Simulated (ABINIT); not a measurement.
**RbSrCl3 (Pm-3m): zone-centre phonons**

Aim: the zone-centre modes of RbSrCl3 (Pm-3m).

Main program and level: ABINIT 10.8.3; DFT LDA, scalar-relativistic, plane waves, PseudoDojo norm-conserving pseudopotentials.

Most raw output is cut from this account.

The structure was built from a prototype and need not be the compound's stable phase.

**1. Set-up**

Symmetry: Pm-3m, No. 221, cubic system. Conventional cell: a = 5.860 Å, b = 5.860 Å, c = 5.860 Å, α = 90.00°, β = 90.00°, γ = 90.00°. Rb has 12 Cl at 4.14 Å nearest. Nearest to Sr lie 6 Cl at 2.93 Å. Nearest to Cl lie 2 Sr at 2.93 Å and 4 Rb at 4.14 Å. Farther neighbours and most contacts between anions are not listed.

**2. A first look**

A first run with smearing and empty bands tells whether the crystal has a gap, which decides between fixed occupations and smearing later on.

Input file probe.abi:

```
# ground state
tolvrs 1.0d-08
prtden 1
prtwf 1

# basis, mesh and filling
ecut 28.0
ngkpt 4 4 4
nshiftk 1
shiftk 0.0 0.0 0.0
istwfk *1
occopt 7
tsmear 0.005
nband 29
nstep 100
diemac 9.0
prtebands 0
prtgsr 0
useylm 1

# cell and atoms
acell 3*1.0 Angstrom
rprim 
    5.8604 0.0 0.0
    0.0 5.8604 0.0
    0.0 0.0 5.8604
ntypat 3
znucl 37 38 17
natom 5
typat 1 2 3 3 3
xred 
    0.0 0.0 0.0
    0.5 0.5 0.5
    0.5 0.5 0.0
    0.5 0.0 0.5
    0.0 0.5 0.5
pp_dirpath "./pseudo"
pseudos "Rb.upf, Sr.upf, Cl.upf"
```

Started as:

```sh
$ OMP_NUM_THREADS=1 mpirun -n 4 abinit probe.abi > probe.log
```

It took 31 s on 4 MPI ranks of Arm Neoverse V2, shared host.

Numbers from this step:

```yaml
volume_per_atom: 40.25 Å³
pressure: -3.430 GPa
gap_on_the_k_mesh: 4.046 eV
```

A gap of 4.0 eV opens on this mesh, so the crystal is taken as an insulator; the printed pressure holds the stress of the finite basis too.

**3. Rough relaxation**

The typed start is rough, so a first relaxation with smearing and loose thresholds takes it towards rest cheaply.

Input file prerelax.abi:

```
# relaxation
ionmov 2
optcell 2
dilatmx 1.15
chkdilatmx 0
ntime 40
tolmxf 3.0d-04
tolvrs 1.0d-10
prtwf 0
prtden 0
chksymtnons 0

# basis, mesh and filling
ecut 29.0
ecutsm 3.0
ngkpt 4 4 4
nshiftk 1
shiftk 0.0 0.0 0.0
istwfk *1
occopt 7
tsmear 0.005
nband 29
nstep 100
diemac 9.0
prtebands 0
prtgsr 0
useylm 1

# cell and atoms
acell 3*1.0 Angstrom
rprim 
    5.8604 0.0 0.0
    0.0 5.8604 0.0
    0.0 0.0 5.8604
ntypat 3
znucl 37 38 17
natom 5
typat 1 2 3 3 3
xred 
    0.0 0.0 0.0
    0.5 0.5 0.5
    0.5 0.5 0.0
    0.5 0.0 0.5
    0.0 0.5 0.5
pp_dirpath "./pseudo"
pseudos "Rb.upf, Sr.upf, Cl.upf"
```

Started as:

```sh
$ OMP_NUM_THREADS=1 mpirun -n 4 abinit prerelax.abi > prerelax.log
```

Wall time 3.4 min (4 MPI ranks); 13 min of CPU time.

The steps of the relaxation:

```csv
step,energy less that of the first step (eV),largest force (eV/Å),volume (Å³)
1,0.0000,0.0000,201.27
2,-0.0418,0.0000,199.23
3,-0.3589,0.0000,153.08
4,-0.4409,0.0000,169.35
5,-0.4483,0.0000,165.86
```

| conventional cell, symmetrised | before | after | change |
| --- | --- | --- | --- |
| a (Å) | 5.860 | 5.494 | -6.2 % |
| b (Å) | 5.860 | 5.494 | -6.2 % |
| c (Å) | 5.860 | 5.494 | -6.2 % |
| volume (Å³/atom) | 40.25 | 33.17 | -17.6 % |

The relaxed structure:

```xyz
5
Lattice="5.4943 0.0000 0.0000 0.0000 5.4943 0.0000 0.0000 0.0000 5.4943" Properties=species:S:1:pos:R:3 pbc="T T T"
Rb    0.0000    0.0000    0.0000
Sr    2.7471    2.7471    2.7471
Cl    2.7471    2.7471    0.0000
Cl    2.7471    0.0000    2.7471
Cl    0.0000    2.7471    2.7471
```

This step gave:

```yaml
volume_per_atom: 33.17 Å³
pressure: -0.07056 GPa
gap_on_the_k_mesh: 4.441 eV
```

The volume changes by -17.6 % in this run and stands -17.6 % from the first cell.

**4. Rough relaxation**

The cell changed much, so the rough relaxation is repeated on a basis made for the new cell.

prerelax.abi, as its differences from that of step 3:

```diff
@@ -31,5 +31,5 @@
 rprim 
-    5.8604 0.0 0.0
-    0.0 5.8604 0.0
-    0.0 0.0 5.8604
+    5.494291915 0.0 0.0
+    0.0 5.494291915 0.0
+    0.0 0.0 5.494291915
 ntypat 3
```

Elapsed: 39 s, on 4 MPI ranks; 2.6 min of CPU time.

Little changed from the start: no atom moved by 0.005 Å and no cell edge by 0.1 %.

The volume changes by +0.0 % in this run and stands -17.6 % from the first cell.

**5. Relaxation**

The harmonic expansion needs vanishing forces, and a free crystal bears no stress, so cell and atoms are brought to rest. Stress is more sensitive to the basis than forces are: the last 3 Ha under the cutoff are smoothed with ecutsm, and the cutoff is raised above that of the later runs.

Input file relax.abi:

```
# relaxation
ionmov 2
optcell 2
dilatmx 1.08
ntime 40
tolmxf 1.0d-05
tolvrs 1.0d-14
prtwf 0
prtden 0
chksymtnons 0

# basis, mesh and filling
ecut 35.0
ecutsm 3.0
ngkpt 4 4 4
nshiftk 1
shiftk 0.0 0.0 0.0
istwfk *1
occopt 1
nband 20
nstep 100
diemac 9.0
prtebands 0
prtgsr 0
useylm 1

# cell and atoms
acell 3*1.0 Angstrom
rprim 
    5.494291919 0.0 0.0
    0.0 5.494291919 0.0
    0.0 0.0 5.494291919
ntypat 3
znucl 37 38 17
natom 5
typat 1 2 3 3 3
xred 
    0.0 0.0 0.0
    0.5 0.5 0.5
    0.5 0.5 0.0
    0.5 0.0 0.5
    0.0 0.5 0.5
pp_dirpath "./pseudo"
pseudos "Rb.upf, Sr.upf, Cl.upf"
```

Started as:

```sh
$ OMP_NUM_THREADS=1 mpirun -n 4 abinit relax.abi > relax.log
```

Elapsed: 88 s, on 4 MPI ranks.

Little changed from the start: no atom moved by 0.005 Å and no cell edge by 0.1 %.

Numbers from this step:

| Property | Result |
| --- | --- |
| volume per atom | 33.08 Å³ |
| pressure | 2.61e-4 GPa |

The volume changes by -0.3 % in this run and stands -17.8 % from the first cell.

**6. Ground state**

First-order wavefunctions inherit every error of the ground state, hence the very tight tolvrs.

Input file gs.abi:

```
# ground state
tolvrs 1.0d-16
prtden 1
prtwf 1

# basis, mesh and filling
ecut 28.0
ngkpt 4 4 4
nshiftk 1
shiftk 0.0 0.0 0.0
istwfk *1
occopt 1
nband 20
nstep 100
diemac 9.0
prtebands 0
prtgsr 0
useylm 1

# cell and atoms
acell 3*1.0 Angstrom
rprim 
    5.489444648 0.0 0.0
    0.0 5.489444648 0.0
    0.0 0.0 5.489444648
ntypat 3
znucl 37 38 17
natom 5
typat 1 2 3 3 3
xred 
    0.0 0.0 0.0
    0.5 0.5 0.5
    0.5 0.5 0.0
    0.5 0.0 0.5
    0.0 0.5 0.5
pp_dirpath "./pseudo"
pseudos "Rb.upf, Sr.upf, Cl.upf"
```

Started as:

```sh
$ OMP_NUM_THREADS=1 mpirun -n 4 abinit gs.abi > gs.log
```

Wall time 22 s (4 MPI ranks); 88 s of CPU time.

Numbers from this step:

- pressure: -0.1261 GPa

The cell stands at -0.13 GPa: the relaxation ran with a smoothed and higher cutoff, and the difference is a stress of the finite basis.

**7. Empty bands**

Empty bands on the ground state's density check that the gap assumed so far is there in this cell.

Input file gap.abi:

```
# empty bands on the ground state's density
iscf -2
getden_filepath "gso_DEN"
tolwfr 1.0d-12
nbdbuf 2
prtwf 0

# basis, mesh and filling
ecut 28.0
ngkpt 4 4 4
nshiftk 1
shiftk 0.0 0.0 0.0
istwfk *1
occopt 1
nband 24
nstep 100
diemac 9.0
prtebands 0
prtgsr 0
useylm 1

# cell and atoms
acell 3*1.0 Angstrom
rprim 
    5.489444648 0.0 0.0
    0.0 5.489444648 0.0
    0.0 0.0 5.489444648
ntypat 3
znucl 37 38 17
natom 5
typat 1 2 3 3 3
xred 
    0.0 0.0 0.0
    0.5 0.5 0.5
    0.5 0.5 0.0
    0.5 0.0 0.5
    0.0 0.5 0.5
pp_dirpath "./pseudo"
pseudos "Rb.upf, Sr.upf, Cl.upf"
```

Started as:

```sh
$ OMP_NUM_THREADS=1 mpirun -n 4 abinit gap.abi > gap.log
```

Wall time 19 s (4 MPI ranks); 74 s of CPU time.

Read from the output:

```
gap on the k-mesh : 4.446 eV
```

In this cell the gap on the mesh is 4.4 eV, indirect (smallest direct 4.6 eV), so fixed occupations hold.

**8. Linear response at Γ**

The derivative of the wavefunctions by k comes first, since the response to a field is built on it; then the field and the displacements that symmetry doesn't supply are solved at q = 0.

It reads the wavefunctions written in step 6.

Input file dfpt_gamma.abi:

```
ndtset 2

# common to the responses
getwfk_filepath "gso_WFK"
kptopt 2
nqpt 1
qpt 0.0 0.0 0.0
asr 0
chneut 0

# d/dk
rfelfd1 2
rfdir1 1 1 1
iscf1 -3
tolwfr1 1.0d-20

# displacements, field
rfphon2 1
rfatpol2 1 5
rfdir2 1 1 1
rfelfd2 3
getddk2 1
tolvrs2 1.0d-10
prtwf2 0

# basis, mesh and filling
ecut 28.0
ngkpt 4 4 4
nshiftk 1
shiftk 0.0 0.0 0.0
istwfk *1
occopt 1
nband 20
nstep 100
diemac 9.0
prtebands 0
prtgsr 0
useylm 1

# cell and atoms
acell 3*1.0 Angstrom
rprim 
    5.489444648 0.0 0.0
    0.0 5.489444648 0.0
    0.0 0.0 5.489444648
ntypat 3
znucl 37 38 17
natom 5
typat 1 2 3 3 3
xred 
    0.0 0.0 0.0
    0.5 0.5 0.5
    0.5 0.5 0.0
    0.5 0.0 0.5
    0.0 0.5 0.5
pp_dirpath "./pseudo"
pseudos "Rb.upf, Sr.upf, Cl.upf"
```

Started as:

```sh
$ OMP_NUM_THREADS=1 mpirun -n 4 abinit dfpt_gamma.abi > dfpt_gamma.log
```

The job ended after 5.2 min (4 MPI ranks; 21 min of CPU time).

Numbers from this step:

| Property | Result |
| --- | --- |
| miss of the charge sum rule | 0.01682 e |
| largest acoustic frequency at the zone centre before the sum rule | 0.41 cm⁻¹ |
| highest optical zone-centre mode (no LO-TO term) | 274.9 cm⁻¹ |
| lowest optical zone-centre mode | -50.89 cm⁻¹ |
| mean high-frequency dielectric constant | 2.634 |
| largest Born charge in size (third of the trace) | 2.389 e |

Born charge (rows field, columns displacement), before the sum rule (e), principal values of the symmetric part by kind of site:

```csv
atom,atoms with these values,low,middle,high,mean
Rb1,1,1.29,1.29,1.29,1.29
Sr2,1,2.39,2.39,2.39,2.39
Cl3,3,-1.93,-0.88,-0.88,-1.23
```

In full for Rb1:

```
1.29 0.00 0.00
0.00 1.29 0.00
0.00 0.00 1.29
```

High-frequency dielectric tensor:

```
2.63 0.00 0.00
0.00 2.63 0.00
0.00 0.00 2.63
```

The acoustic modes at Γ come out as far as 0.4 cm⁻¹ from zero, where they should vanish, a small numerical error; the Born charges miss their sum rule by 0.017 e, which is good. The lowest optical mode is imaginary, 51i cm⁻¹, an instability at this level and on this k mesh.

**9. Zone-centre analysis**

anaddb reads the merged derivatives, imposes the acoustic sum rule and charge neutrality, and adds the LO-TO term along chosen directions.

Input file anaddb.abi:

```
ddb_filepath "gamma_DDB"
output_file "anaddb.abo"
outdata_prefix "anaddb"
asr 1
chneut 1
enunit 2
eivec 1
nph1l 1
qph1l 0.0 0.0 0.0 1.0
dieflag 2
nph2l 3
qph2l 
    1.0 0.0 0.0 0.0
    0.0 0.0 1.0 0.0
    1.0 1.0 1.0 0.0
```

Input file mrgddb.in:

```
gamma_DDB
merged
2
dfpt_gammao_DS2_DDB
gso_DDB
```

Started as:

```sh
$ mrgddb < mrgddb.in > mrgddb.log
$ OMP_NUM_THREADS=1 anaddb anaddb.abi > anaddb.log
```

Elapsed: 0.52 s, on 1 thread.

Read from the output:

- highest mode moved by the LO-TO term: 308.0 cm⁻¹

No LO-TO term; unit eigenvectors of the mass-weighted matrix, from anaddb's displacements. Modes at Γ, with each element's share of the kinetic energy (negative means imaginary):

| mode | frequency (cm⁻¹) | symmetry | Rb % | Sr % | Cl % |
| --- | --- | --- | --- | --- | --- |
| 1 | -50.9 | T1u | 54 | 0 | 46 |
| 2 | -50.9 | T1u | 54 | 0 | 46 |
| 3 | -50.9 | T1u | 54 | 0 | 46 |
| 4 | -40.3 | T2u | 0 | 0 | 100 |
| 5 | -40.3 | T2u | 0 | 0 | 100 |
| 6 | -40.3 | T2u | 0 | 0 | 100 |
| 7 | 0.0 | acoustic | 31 | 31 | 38 |
| 8 | 0.0 | acoustic | 31 | 31 | 38 |
| 9 | 0.0 | acoustic | 31 | 31 | 38 |
| 10 | 65.8 | T1u | 16 | 44 | 40 |
| 11 | 65.8 | T1u | 16 | 44 | 40 |
| 12 | 65.8 | T1u | 16 | 44 | 40 |
| 13 | 275.0 | T1u | 0 | 24 | 76 |
| 14 | 275.0 | T1u | 0 | 24 | 76 |
| 15 | 275.0 | T1u | 0 | 24 | 76 |

Displacements in mode 1 (-50.9 cm⁻¹), the largest set to 1:
```
Rb1  0.00  0.00 -0.99
Sr2  0.00  0.00  0.09
Cl3  0.00  0.00  0.17
Cl4  0.00  0.00  1.00
Cl5  0.00  0.00  1.00
```

Displacements in mode 4 (-40.3 cm⁻¹), the largest set to 1:
```
Rb1  0.00  0.00  0.00
Sr2  0.00  0.00  0.00
Cl3  0.00  0.00  0.00
Cl4  0.00  0.00  1.00
Cl5  0.00  0.00 -1.00
```

With imaginary modes the relaxed-ion tensors have no meaning and are not tabulated.

The rule moves no optical mode by more than 0.1 cm⁻¹.

**10. Outcome**

```
space group after relaxation                                           : Pm-3m
volume per atom                                                        : 33.1 Å³
highest optical zone-centre mode (no LO-TO term)                       : 274.9 cm⁻¹
lowest optical zone-centre mode                                        : -50.9 cm⁻¹
highest mode moved by the LO-TO term                                   : 308.0 cm⁻¹
mean high-frequency dielectric constant                                : 2.63
largest Born charge in size (third of the trace)                       : 2.39 e
imaginary optical modes at the zone centre (no q mesh in this session) : yes
```

What this shows: At the LDA level the optical modes of RbSrCl3 (Pm-3m) at the zone centre (no LO-TO term) run from 51i to 275 cm⁻¹, so the structure is a saddle point, with 6 modes beyond 10i cm⁻¹ there. Along the directions run, the highest mode that the macroscopic field moves lies at 308 cm⁻¹. These are harmonic frequencies at zero temperature: anharmonic shifts and linewidths and thermal expansion are left out. The structure is a hypothetical one, built on a prototype.

[Host names and launcher messages were left out of these logs when they were recorded.]

[Logs are printed without paths, hosts, clocks, repeated set-up lines and the standing remarks that a program may print on its own settings, such as how far it seeks lower states.]

[Hosts, paths, dates, database ids (printed as entryN), source tags and the programs' standing remarks are cut or masked in the printed files.]
